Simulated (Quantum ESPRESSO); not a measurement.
**NaCl (Fm-3m): the LO frequency by hand**

Aim: work out the LO frequency and the static dielectric constant of NaCl (Fm-3m) from one linear-response run, then check them.

Method: DFT LDA, scalar-relativistic, plane waves, PseudoDojo norm-conserving pseudopotentials, in Quantum ESPRESSO 7.5.

The database entry behind the starting cell differs from later determinations by our own check (an axis about 0.4 % short against later determinations), so it need not match the best structure at ambient conditions.

**1. The relaxed structure**

Symmetry: Fm-3m, No. 225, cubic system. Conventional cell: a = 5.466 Å, b = 5.466 Å, c = 5.466 Å, α = 90.00°, β = 90.00°, γ = 90.00°. Na has 6 Cl at 2.73 Å nearest. Nearest to Cl lie 6 Na at 2.73 Å. Farther neighbours and most contacts between anions are not listed.

Structure file:

```
Na Cl
1.0
    -2.73293    0.00000    2.73293
     0.00000    2.73293    2.73293
    -2.73293    2.73293    0.00000
Na Cl
1 1
Direct
  0.00000 0.00000 0.00000
  0.50000 0.50000 0.50000
```

This is the cell after its relaxation at this level of theory, not the database cell from which that began.

**2. What the response run gave**

A linear-response run on the relaxed cell, with the response to an electric field; only its zone-centre results are used. Cutoff 97 Ry, k mesh 8×8×8.

Log:

```text
[banners, grids, parts of the stress and lines that vanish by symmetry left out]
Program PHONON v.7.5
     Reading xml data from directory:

[...]
Exchange-correlation= PW
                           (   1   4   0   0   0   0   0)
[...]
kinetic-energy cut-off    =      97.0000  Ry
     charge density cut-off    =     388.0000  Ry
     convergence threshold     =      1.0E-18
[...]
Exchange-correlation= PW
                           (   1   4   0   0   0   0   0)
[...]
q = (   0.0000000   0.0000000   0.0000000 )
     49 Sym.Ops. (with q -> -q+G )
     G cutoff =  524.2719  (  35629 G-vectors)     FFT grid: ( 45, 45, 45)
     number of k points=    29
[...]
Mode symmetry, O_h (m-3m)  point group:
[...]
Dielectric constant
[...]
End of electric fields calculation
          Dielectric constant in cartesian axis
          (       2.677478385       0.000000000       0.000000000 )
          (      -0.000000000       2.677478385      -0.000000000 )
          (       0.000000000      -0.000000000       2.677478385 )
          Effective charges (d Force / dE) in cartesian axis without acoustic sum rule applied (asr)
           atom    1  Na    Mean Z*:        1.07337
      Ex  (        1.07337       -0.00000        0.00000 )
      Ey  (       -0.00000        1.07337       -0.00000 )
      Ez  (        0.00000       -0.00000        1.07337 )
           atom    2  Cl    Mean Z*:       -1.07381
      Ex  (       -1.07381        0.00000        0.00000 )
      Ey  (        0.00000       -1.07381       -0.00000 )
      Ez  (        0.00000       -0.00000       -1.07381 )
          Effective charges Sum: Mean:       -0.00045
[...]
Effective charges (d Force / dE) in cartesian axis with asr applied:
           atom    1  Na    Mean Z*:        1.07359
[...]
atom    2  Cl    Mean Z*:       -1.07359
[...]
Representation #   1 modes #   1   2   3
[...]
End of self-consistent calculation
     Convergence has been achieved
     Representation #   2 modes #   4   5   6
[...]
End of self-consistent calculation
     Convergence has been achieved
[...]
Dielectric constant in cartesian axis
          (       2.677478385       0.000000000       0.000000000 )
          (      -0.000000000       2.677478385      -0.000000000 )
          (       0.000000000      -0.000000000       2.677478385 )
          Effective charges (d Force / dE) in cartesian axis without acoustic sum rule applied (asr)
           atom    1  Na    Mean Z*:        1.07337
      Ex  (        1.07337       -0.00000        0.00000 )
      Ey  (       -0.00000        1.07337       -0.00000 )
      Ez  (        0.00000       -0.00000        1.07337 )
           atom    2  Cl    Mean Z*:       -1.07381
      Ex  (       -1.07381        0.00000        0.00000 )
      Ey  (        0.00000       -1.07381       -0.00000 )
      Ez  (        0.00000       -0.00000       -1.07381 )
          Effective charges Sum: Mean:       -0.00045
[...]
Effective charges (d Force / dE) in cartesian axis with asr applied:
           atom    1  Na    Mean Z*:        1.07359
[...]
atom    2  Cl    Mean Z*:       -1.07359
[...]
q = (    0.000000000   0.000000000   0.000000000 )
[...]
freq (    1) =       0.108685 [THz] =       3.625326 [cm-1]
     freq (    2) =       0.108685 [THz] =       3.625326 [cm-1]
     freq (    3) =       0.108685 [THz] =       3.625326 [cm-1]
     freq (    4) =       5.652324 [THz] =     188.541229 [cm-1]
     freq (    5) =       5.652324 [THz] =     188.541229 [cm-1]
     freq (    6) =       5.652324 [THz] =     188.541229 [cm-1]
[...]
Mode symmetry, O_h (m-3m)  point group:
     freq (   1-   3) =          3.6  [cm-1]   --> T_1u G_15  G_4- I
     freq (   4-   6) =        188.5  [cm-1]   --> T_1u G_15  G_4- I

   JOB DONE.
```

```
                       quantity   value
             cell volume Ω (Å³)  40.824
                 mass of Na (u)  22.990
                 mass of Cl (u)  35.450
     Born charge of Na, raw (e)   1.073
     Born charge of Cl, raw (e)  -1.074
                             ε∞   2.678
ω(TO) after the sum rule (cm⁻¹)   188.5
```

**3. The calculation**

The charges must sum to zero over the cell; taking off their mean, 0.000 e, leaves Z* = 1.074 e on Na. In the polar mode Na moves against Cl, so the reduced mass is μ = 22.99 × 35.45 / 58.44 = 13.946 u.

A longitudinal wave builds up a field that adds to the restoring force: ω(LO)² = ω(TO)² + 4π Z*² / (μ Ω ε∞), in Hartree atomic units. With μ = 25422 electron masses and Ω = 275.49 bohr³ the second term is 7.7242e-07 Ha², or 37207 cm⁻² (1 Ha = 219474.6 cm⁻¹).

So ω(LO) = √(35528 + 37207) = 269.7 cm⁻¹, and by the Lyddane-Sachs-Teller relation ε₀ = ε∞ (ω(LO)/ω(TO))² = 5.48.

**4. Check against the program**

The analysis program adds the same non-analytic term to the full matrix, here for q along (1 0 0).

Log:

```text
[banner, memory and clock lines left out]
Program DYNMAT v.7.5

     Reading Dynamical Matrix from file g.dyn
     ...Force constants read
     ...epsilon and Z* read

     Polarizability (A^3 units)
     multiply by 0.641371 for Clausius-Mossotti correction
         5.449572   -0.000000    0.000000
         0.000000    5.449572   -0.000000
         0.000000   -0.000000    5.449572

     IR activities are in (D/A)^2/amu units

# mode   [cm-1]    [THz]      IR
    1     -0.00   -0.0000    0.0000
    2     -0.00   -0.0000    0.0000
    3     -0.00   -0.0000    0.0000
    4    188.49    5.6507    1.9068
    5    188.49    5.6507    1.9068
    6    269.69    8.0851    1.9068
```

ε₀ comes from the program's run without a direction of q.

```
    quantity  by hand  program
ω(LO) (cm⁻¹)    269.7    269.7
          ε₀     5.48     5.48
```

**5. Outcome**

```json
{
  "TO mode": "188.5 cm⁻¹",
  "LO mode": "269.7 cm⁻¹",
  "static dielectric constant": "5.481"
}
```

**Reading.** The LO mode of NaCl (Fm-3m) lies at 270 cm⁻¹, 81 cm⁻¹ above the TO mode; the formula meets the program within 0.1 cm⁻¹, as it must for a cubic crystal with one polar mode. ω(LO)² − ω(TO)² goes with Z*²/ε∞: an error of 5 % in ε∞ would move the LO mode by 3.3 cm⁻¹, and semilocal functionals tend to overestimate ε∞. These are harmonic values at zero temperature, at the volume of this functional, for the structure held cubic; stability elsewhere in the zone is no part of this calculation.

[Host names and launcher messages were left out of these logs when they were recorded.]

[Logs are printed without paths, hosts, clocks, repeated set-up lines and the standing remarks that a program may print on its own settings, such as how far it seeks lower states.]

[Hosts, paths, dates, database ids (printed as entryN), source tags and the programs' standing remarks are cut or masked in the printed files.]
